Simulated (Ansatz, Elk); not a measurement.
## CdCu2Si2: X-ray structure factors from the self-consistent density

The structure of CdCu2Si2 used here is made up (a known structure type with other elements) and was relaxed beforehand with PBEsol. The aim is the Fourier transform of its all-electron density, F(hkl), set beside the sum over free spherical atoms that refinements use.

Method: DFT, PBE, all-electron APW+lo, Dirac cores, scalar-relativistic bands, static density, no spin, in Elk 11.2.3 (patched build).

The structure was built from a prototype and need not be the compound's stable phase.

### Step 1. Set-up

The structure is tetragonal, space group I4/mmm (No. 139). Conventional cell: a = 3.870 Å, b = 3.870 Å, c = 10.177 Å, α = 90.00°, β = 90.00°, γ = 90.00°. Cd has 8 Si at 2.97 Å and 8 Cu at 3.20 Å nearest. Nearest to Cu lie 4 Si at 2.38 Å and 4 Cu at 2.74 Å and 4 Cd at 3.20 Å. Si has 1 Si at 2.32 Å and 4 Cu at 2.38 Å and 4 Cd at 2.97 Å nearest. Farther neighbours are not listed.

Structure file:

```cif
data_structure
_symmetry_space_group_name_H-M 'I4/mmm'
_symmetry_Int_Tables_number 139
_cell_length_a 3.8702
_cell_length_b 3.8702
_cell_length_c 10.1766
_cell_angle_alpha 90.000
_cell_angle_beta 90.000
_cell_angle_gamma 90.000
_cell_volume 152.43
loop_
_atom_site_label
_atom_site_type_symbol
_atom_site_symmetry_multiplicity
_atom_site_Wyckoff_symbol
_atom_site_fract_x
_atom_site_fract_y
_atom_site_fract_z
_atom_site_occupancy
Cd1 Cd 2 a 0.00000 0.00000 0.00000 1
Cu1 Cu 4 d 0.50000 0.00000 0.25000 1
Si1 Si 4 e 0.50000 0.50000 0.11395 1
```

### Step 2. Ground state and structure factors

An all-electron density is needed, since X-rays see the cores too. Task 0 finds the density and task 195 Fourier-transforms it; tshift is off so that phases refer to the origin typed.

Contents of elk.in:

```
tasks
  0
  195

xctype
  20

spinpol
  .false.

rgkmax
  7.0

gmaxvr
  14.0

lmaxo
  7

lmaxapw
  8

swidth
  0.002

tshift
  .false.

ramdisk
  .false.

hmaxvr
  5.5

maxscl
  120

epspot
  1e-06

sppath
  './'

avec
  -3.65678590910 3.65678590910 9.61548125384
  3.65678590910 -3.65678590910 9.61548125384
  3.65678590910 3.65678590910 -9.61548125384

atoms
  3
  'Cd.in'
  1
  -0.0000000000 -0.0000000000 0.0000000000   0.000000 0.000000 0.000000
  'Cu.in'
  2
  0.2500000000 0.7500000000 0.5000000000   0.000000 0.000000 0.000000
  0.7500000000 0.2500000000 0.5000000000   0.000000 0.000000 0.000000
  'Si.in'
  2
  0.6139454749 0.6139454749 -0.0000000000   0.000000 0.000000 0.000000
  0.3860545251 0.3860545251 -0.0000000000   0.000000 0.000000 0.000000

ngridk
  8 8 8
```

The run is started by

```sh
> OMP_NUM_THREADS=4 elk
```

Numbers of over 12 decimals in the logs are rounded to 6 here.

The program printed:

```text
┌─────────────────────────┐
│ Elk code version 11.2.3 │
└─────────────────────────┘

All units are atomic (Hartree, Bohr, etc.)

┌─────────────────────────────────────────────────┐
│ Ground-state run starting from atomic densities │
└─────────────────────────────────────────────────┘

Lattice vectors :
  -3.656785909       3.656785909       9.615481254
   3.656785909      -3.656785909       9.615481254
   3.656785909       3.656785909      -9.615481254

Reciprocal lattice vectors :
 -0.1050412430E-16  0.8591130932      0.3267223523
  0.8591130932     -0.1050412430E-16  0.3267223523
  0.8591130932      0.8591130932     -0.3005693017E-17

Unit cell volume      :    514.3160608
Brillouin zone volume :   0.4822914009

Muffin-tin inner radius fraction :   0.1000000000E-01

Nuclei treated as point charges

Species : 1 (Cd)
 parameters loaded from : Cd.in
 name : cadmium
 nuclear charge    :   -48.00000000
 electronic charge :    48.00000000
 atomic mass :    204912.7176
 muffin-tin radius :    2.600000000
 number of radial points in muffin-tin :   1193
 inner part over the whole radius :   0.9972693929E-02
 number on inner part of muffin-tin    :    850
 approximate nuclear radius :   0.8708852602E-04
 number of mesh points to nuclear radius :    426
 atomic positions (lattice), magnetic fields (Cartesian) :
  1 :   0.00000000  0.00000000  0.00000000    0.00000000  0.00000000  0.00000000

Species : 2 (Cu)
 parameters loaded from : Cu.in
 name : copper
 nuclear charge    :   -29.00000000
 electronic charge :    29.00000000
 atomic mass :    115837.2717
 muffin-tin radius :    2.319880038
 number of radial points in muffin-tin :    993
 inner part over the whole radius :   0.9992455090E-02
 number on inner part of muffin-tin    :    701
 approximate nuclear radius :   0.7406004541E-04
 number of mesh points to nuclear radius :    337
 atomic positions (lattice), magnetic fields (Cartesian) :
  1 :   0.25000000 -0.25000000  0.50000000    0.00000000  0.00000000  0.00000000
  2 :  -0.25000000  0.25000000  0.50000000    0.00000000  0.00000000  0.00000000

Species : 3 (Si)
 parameters loaded from : Si.in
 name : silicon
 nuclear charge    :   -14.00000000
 electronic charge :    14.00000000
 atomic mass :    51196.73458
 muffin-tin radius :    2.126556701
 number of radial points in muffin-tin :    793
 inner part over the whole radius :   0.9811931125E-02
 number on inner part of muffin-tin    :    552
 approximate nuclear radius :   0.5963282101E-04
 number of mesh points to nuclear radius :    247
 atomic positions (lattice), magnetic fields (Cartesian) :
  1 :  -0.38605453 -0.38605453  0.00000000    0.00000000  0.00000000  0.00000000
  2 :   0.38605453  0.38605453  0.00000000    0.00000000  0.00000000  0.00000000

Total number of atoms per unit cell :    5
Total muffin-tin volume :    258.7837777
 ratio of muffin-tin to unit cell volume :   0.5031609889

Spin treatment :
 spin-unpolarised

Number of Bravais lattice symmetries :   16
Number of crystal symmetries         :   16
Crystal has inversion symmetry
Real symmetric eigensolver will be used

k-point grid :      8     8     8
k-point offset :    0.000000000       0.000000000       0.000000000
k-point set is reduced with full crystal symmetry group
Total number of k-points :       59

Muffin-tin radius times maximum |G+k| :    7.000000000
 using average radius
Maximum |G+k| for APW functions       :    3.045365466
Maximum (1/2)|G+k|²                   :    4.637125412
Maximum |G| for potential and density :    14.00000000
Constant for pseudocharge density :    9
 order of it for each species :   16  16  16
 order of it for pair densities of each species (exact exchange by exxq0 0: 17) :   13  10   8
Radial integration step length :    1

G-vector grid sizes :     49    49    49
Number of G-vectors :    23919

Maximum angular momentum used for
 APW functions            :    8
 outer part of muffin-tin :    7
 inner part of muffin-tin :    2

Total nuclear charge    :   -134.0000000
[...]
Density of states at Fermi energy :    61.83809237
 (states/Hartree/unit cell)

Estimated indirect band gap :   0.7918259881E-03
 from k-point 24 to k-point 28
Estimated direct band gap   :   0.7856891234E-02
 at k-point 1

Charges :
 core                        :    74.00000000
 valence                     :    60.00000000
 interstitial                :    7.748479140
 muffin-tins (core leakage)
  species : 1 (Cd)
   atom 1                    :    46.47545263     (  0.2557064722E-03)
  species : 2 (Cu)
[...]
species : 3 (Si)
[...]
total in muffin-tins        :    126.2515209
 total calculated charge     :    133.9949275
 total charge                :    134.0000000
 error                       :   0.5072507590E-02

RMS change in Kohn-Sham potential (target) :   0.5863639013     (  0.1000000000E-05)
Absolute change in total energy (target)   :   0.5970793425     (  0.1000000000E-03)

[... loops 3 to 16 left out ...]

┌──────────────────┐
│ Loop number : 17 │
└──────────────────┘

Energies :
 Fermi                       :     0.272647
 sum of occupied eigenvalues :     -5567.4893955918
 electron kinetic            :      9815.7173391502
 core electron kinetic       :      9249.8384746151
 Coulomb                     :     -18969.995876653
 Coulomb potential           :     -14951.492341786
 nuclear-nuclear             :     -1234.3978763617
 electron-nuclear            :     -20552.647031743
 Hartree                     :      2817.0490314518
 Madelung                    :     -11494.249705760
 xc potential                :     -431.71439295565
 exchange                    :     -325.32936683595
 correlation                 :     -6.506479
 electron entropic           :    -0.85683771374431E-03
 total energy                :     -9486.1152403476

Density of states at Fermi energy :    68.99177982
 (states/Hartree/unit cell)

Estimated indirect band gap :   0.2483378857E-03
 from k-point 19 to k-point 3
Estimated direct band gap   :   0.1719621290E-01
 at k-point 29

Charges :
 core                        :    74.00000000
 valence                     :    60.00000000
 interstitial                :    6.883015518
 muffin-tins (core leakage)
  species : 1 (Cd)
[...]
species : 2 (Cu)
[...]
species : 3 (Si)
[...]
total in muffin-tins        :    127.1169845
 total calculated charge     :    133.9950780
 total charge                :    134.0000000
 error                       :   0.4921995598E-02

RMS change in Kohn-Sham potential (target) :   0.1957677455E-06 (  0.1000000000E-05)
Absolute change in total energy (target)   :   0.6597681386E-04 (  0.1000000000E-03)

Convergence targets achieved

┌──────────────────┐
│ Loop number : 18 │
└──────────────────┘

Energies :
 Fermi                       :     0.272647
 sum of occupied eigenvalues :     -5567.4893884254
 electron kinetic            :      9815.7173515578
 core electron kinetic       :      9249.8384787327
 Coulomb                     :     -18969.995881377
 Coulomb potential           :     -14951.492338591
 nuclear-nuclear             :     -1234.3978763617
 electron-nuclear            :     -20552.647044388
 Hartree                     :      2817.0490393725
 Madelung                    :     -11494.249712081
 xc potential                :     -431.71440139210
 exchange                    :     -325.32936723050
 correlation                 :     -6.506479
 electron entropic           :    -0.85683755449463E-03
 total energy                :     -9486.1152330495

Density of states at Fermi energy :    68.99177062
 (states/Hartree/unit cell)

Estimated indirect band gap :   0.2483312841E-03
 from k-point 19 to k-point 3
Estimated direct band gap   :   0.1719621133E-01
 at k-point 29

Charges :
 core                        :    74.00000000
 valence                     :    60.00000000
 interstitial                :    6.883015148
 muffin-tins (core leakage)
  species : 1 (Cd)
[...]
species : 2 (Cu)
[...]
atom 2                    :    28.16744844     (  0.2469358445E-03)
  species : 3 (Si)
   atom 1                    :    12.09044898     (  0.1956133490E-02)
   atom 2                    :    12.09044898     (  0.1956133490E-02)
 total in muffin-tins        :    127.1169849
 total calculated charge     :    133.9950780
 total charge                :    134.0000000
 error                       :   0.4921995775E-02

┌──────────────────────────────┐
│ Self-consistent loop stopped │
└──────────────────────────────┘

Warning : core states of species 1 leak from the muffin-tin :   0.2414174735E-03

Warning : core states of species 2 leak from the muffin-tin :   0.2469358445E-03

Warning : core states of species 3 leak from the muffin-tin :   0.1956133490E-02

Wrote STATE.OUT
```

Elapsed: 52 s, on 4 threads of Arm Neoverse V1, shared host; peak memory 0.21 GiB.

SFACRHO.OUT:

```text

h k l indices transformed by vhmat matrix:
   1.000000000       0.000000000       0.000000000    
   0.000000000       1.000000000       0.000000000    
   0.000000000       0.000000000       1.000000000    

      h      k      l  multipl.   |H|            Re(F)            Im(F)           |F|

      0      0      0      1   0.0000000       134.00000      0.17495356E-15   134.00000    
     -1     -1      1      2  0.65344470      -5.9711250      0.71375692E-14   5.9711250    
      0     -1      1      8  0.91914243       25.585151      -0.0000000       25.585151    
     -1      1      0      4   1.2149694       12.230360     -0.30629387E-15   12.230360    
     -1     -2      2      8   1.3033813       49.705271      0.53531769E-14   49.705271    
     -2     -2      2      2   1.3068894       66.970375     -0.11152452E-13   66.970375    
     -1     -1      2      8   1.3795436       86.914995     -0.10706354E-13   86.914995    
      1     -1     -1      4   1.7182262       94.900235      0.51299206E-14   94.900235    
      3      1     -2      8   1.7844076      -22.809229     -0.28550277E-13   22.809229    
     -2      0      2      8   1.8382849      -3.8816450      0.10706354E-13   3.8816450    
      2      3     -3      8   1.8457418       49.516841     -0.13829040E-13   49.516841    
     -2      1      1     16   1.9486211       21.089261     -0.17843923E-14   21.089261    
      3      3     -3      2   1.9603341      -12.427306     -0.62453730E-14   12.427306    
      3      0     -1     16   2.1566418       40.540418     -0.44609807E-14   40.540418    
      3      1     -1      8   2.1587638       54.348157      0.27658080E-13   54.348157    
      2      4     -3      8   2.3063088       60.879276      0.18736119E-13   60.879276    
      0      0     -2      4   2.4299388       80.086041      0.85112589E-14   80.086041    
     -4     -3      4      8   2.4430928       25.437561      0.17843923E-14   25.437561
```

Elk indexes on the primitive cell of elk.in and gives |H| = 4π sin θ/λ in inverse bohr. Below, one row stands for each form hkl of the conventional cell (m members, Friedel mates merged), F is for one primitive cell and the density is static (no thermal factor). Free-atom factors are Waasmaier and Kirfel's, and R is Σm||F|−|F'||/Σm|F|.

```tsv
hkl	m	sin θ/λ (Å⁻¹)	abs F, DFT	neutral atoms	diff.
002	2	0.098	5.971	6.027	-0.056
101	8	0.138	25.585	25.917	-0.332
110	4	0.183	12.230	11.654	+0.576
103	8	0.196	49.705	49.808	-0.103
004	2	0.197	66.970	67.736	-0.766
112	8	0.207	86.915	87.658	-0.743
200	4	0.258	94.900	95.792	-0.892
114	8	0.268	22.809	23.641	-0.831
202	8	0.276	3.882	4.577	-0.695
105	8	0.278	49.517	49.846	-0.329
211	16	0.293	21.089	21.081	+0.008
006	2	0.295	12.427	13.308	-0.881
213	16	0.324	40.540	40.681	-0.141
204	8	0.325	54.348	54.671	-0.323
116	8	0.347	60.879	61.097	-0.218
220	4	0.365	80.086	80.318	-0.232
107	8	0.367	25.438	25.479	-0.042
222	8	0.378	2.613	2.911	-0.298
```

### Step 3. The highest occupied states alone

An energy window below the Fermi level keeps the highest occupied states, to see at which angles they scatter; shallow core shells can lie inside it and anion s states outside. No new self-consistency is needed.

elk.in, as its differences from that of step 2:

```diff
@@ -1,3 +1,2 @@
 tasks
-  0
   195
@@ -40,2 +39,5 @@
 
+wsfac
+  -0.168340 0.572650
+
 sppath
```

The run is started by

```sh
> OMP_NUM_THREADS=4 elk
```

The program printed:

```text
┌─────────────────────────────────┐
│ Elk code version 11.2.3 started │
└─────────────────────────────────┘

Info(readinput): the functional depends on the density's gradient
 muffin-tin radial points multiplied by    2.00000
 (not where nrmtscf is given)

┌────────────────────┐
│ Current task : 195 │
└────────────────────┘
Info(checkmt): changed muffin-tin radius of species 2 (Cu) from   2.4000 to   2.3199
Info(checkmt): changed muffin-tin radius of species 3 (Si) from   2.2000 to   2.1266

Info(sfacrho): density structure factors written to SFACRHO.OUT

 Energy window :  -0.1683400000      0.5726500000

┌──────────────────┐
│ Elk code stopped │
└──────────────────┘
```

Elapsed: 11 s, on 4 threads; peak memory 0.21 GiB; 17 s of CPU time.

States within 12 eV below the Fermi level hold 42.00 electrons; any levels below the window count with the cores. Their amplitudes can exceed the total, where window and core parts have opposite phase:

```tsv
hkl	sin θ/λ (Å⁻¹)	abs F, window	abs F, all
002	0.098	8.714	5.971
101	0.138	5.494	25.585
110	0.183	6.503	12.230
103	0.196	6.409	49.705
004	0.197	18.337	66.970
112	0.207	18.645	86.915
200	0.258	14.728	94.900
114	0.268	6.614	22.809
202	0.276	6.585	3.882
105	0.278	3.126	49.517
```

### Step 4. Another functional

The difference from free atoms is small, so it is set against the change that PBEsol makes.

elk.in, as its differences from that of step 3:

```diff
@@ -1,2 +1,3 @@
 tasks
+  0
   195
@@ -4,3 +5,3 @@
 xctype
-  20
+  22
 
@@ -39,5 +40,2 @@
 
-wsfac
-  -0.168340 0.572650
-
 sppath
```

The run is started by

```sh
> OMP_NUM_THREADS=4 elk
```

The program printed:

```text
┌─────────────────────────┐
│ Elk code version 11.2.3 │
└─────────────────────────┘

All units are atomic (Hartree, Bohr, etc.)

┌─────────────────────────────────────────────────┐
│ Ground-state run starting from atomic densities │
└─────────────────────────────────────────────────┘

Lattice vectors :
  -3.656785909       3.656785909       9.615481254
   3.656785909      -3.656785909       9.615481254
   3.656785909       3.656785909      -9.615481254

Reciprocal lattice vectors :
 -0.1050412430E-16  0.8591130932      0.3267223523
[...]
atom 2                    :    12.08150034     (  0.1976053981E-02)
 total in muffin-tins        :    127.1112264
 total calculated charge     :    133.9950198
 total charge                :    134.0000000
 error                       :   0.4980232977E-02

┌──────────────────────────────┐
│ Self-consistent loop stopped │
└──────────────────────────────┘

Warning : core states of species 1 leak from the muffin-tin :   0.2444262191E-03

Warning : core states of species 2 leak from the muffin-tin :   0.2519509957E-03

Warning : core states of species 3 leak from the muffin-tin :   0.1976053981E-02

Wrote STATE.OUT
[key lines of the parts left out:]
total energy                :     -9479.8068710152
```

Run time: 50 s. Hardware: 4 threads; peak memory 0.21 GiB; 2.7 min of CPU time.

Against the first run R = 0.03 %; the largest change is -0.031 at 008.

### Step 5. Basis size

A smaller basis shows how fast F responds to it; the change is likely larger than the basis error of the first run, but doesn't show convergence.

elk.in, as its differences from that of step 4:

```diff
@@ -5,3 +5,3 @@
 xctype
-  22
+  20
 
@@ -11,3 +11,3 @@
 rgkmax
-  7.0
+  5.5
```

The run is started by

```sh
> OMP_NUM_THREADS=4 elk
```

The program printed:

```text
┌─────────────────────────┐
│ Elk code version 11.2.3 │
└─────────────────────────┘

All units are atomic (Hartree, Bohr, etc.)

┌─────────────────────────────────────────────────┐
│ Ground-state run starting from atomic densities │
└─────────────────────────────────────────────────┘

Lattice vectors :
  -3.656785909       3.656785909       9.615481254
   3.656785909      -3.656785909       9.615481254
   3.656785909       3.656785909      -9.615481254

Reciprocal lattice vectors :
 -0.1050412430E-16  0.8591130932      0.3267223523
[...]
atom 2                    :    12.08019059     (  0.1951241950E-02)
 total in muffin-tins        :    126.9711062
 total calculated charge     :    133.9952687
 total charge                :    134.0000000
 error                       :   0.4731260018E-02

┌──────────────────────────────┐
│ Self-consistent loop stopped │
└──────────────────────────────┘

Warning : core states of species 1 leak from the muffin-tin :   0.2417550204E-03

Warning : core states of species 2 leak from the muffin-tin :   0.2471617799E-03

Warning : core states of species 3 leak from the muffin-tin :   0.1951241950E-02

Wrote STATE.OUT
[key lines of the parts left out:]
total energy                :     -9485.9894593977
```

Elapsed: 46 s, on 4 threads; peak memory 0.21 GiB.

Against the first run R = 0.03 %; the largest change is +0.074 at 008.

### Step 6. Settings against the effect

```tsv
run	R against the first run (%)	R against neutral atoms, low angle (%)	wall time
PBE, rgkmax 7	0.00	1.18	52 s
PBEsol	0.03	1.20	50 s
rgkmax 5.5	0.03	1.22	46 s
```

### Step 7. What came out

```json
{"R against neutral atoms, sin θ/λ < 0.3 Å⁻¹": "1.18 %", "R against neutral atoms, 0.3 to 0.83 Å⁻¹": "0.31 %"}
```

What this shows: Independent neutral atoms miss the calculated amplitudes by R = 1.18 % below 0.3 Å⁻¹ and 0.31 % from there to 0.83 Å⁻¹; by shells, 1.28 % below 0.15 Å⁻¹ (2 forms), 1.18 % 0.15 to 0.3 (10 forms), 0.29 % 0.3 to 0.45 (16 forms), 0.32 % above 0.45 (107 forms). Bonding, aspherical density and the tables' own atoms all enter these figures, and the runs don't part them. The largest change of an amplitude is -0.89 electrons, at 200. Weak lines can change much in proportion: 202 goes from 4.58 to 3.88. The window's part falls from 42.0 electrons at the origin to at most 5.18 between 0.45 and 0.83 Å⁻¹, where compact states inside the window still scatter. Below 0.3 Å⁻¹ the changes that finished (PBEsol and rgkmax 5.5) move F by R = 0.04 % at most, against the 1.18 % that separates it from free atoms. The k-mesh has no finished test. These runs have no spin, though d or f shells may be open. Part of the difference isn't bonding: the tables are fits to free atoms and ions calculated by other methods than this functional. Thermal motion, anomalous dispersion and extinction are left out.

[Logs are printed without paths, hosts, clocks, repeated set-up lines and the standing remarks that a program may print on its own settings, such as how far it seeks lower states.]

[Hosts, paths, dates, database ids (printed as entryN), source tags and the programs' standing remarks are cut or masked in the printed files.]
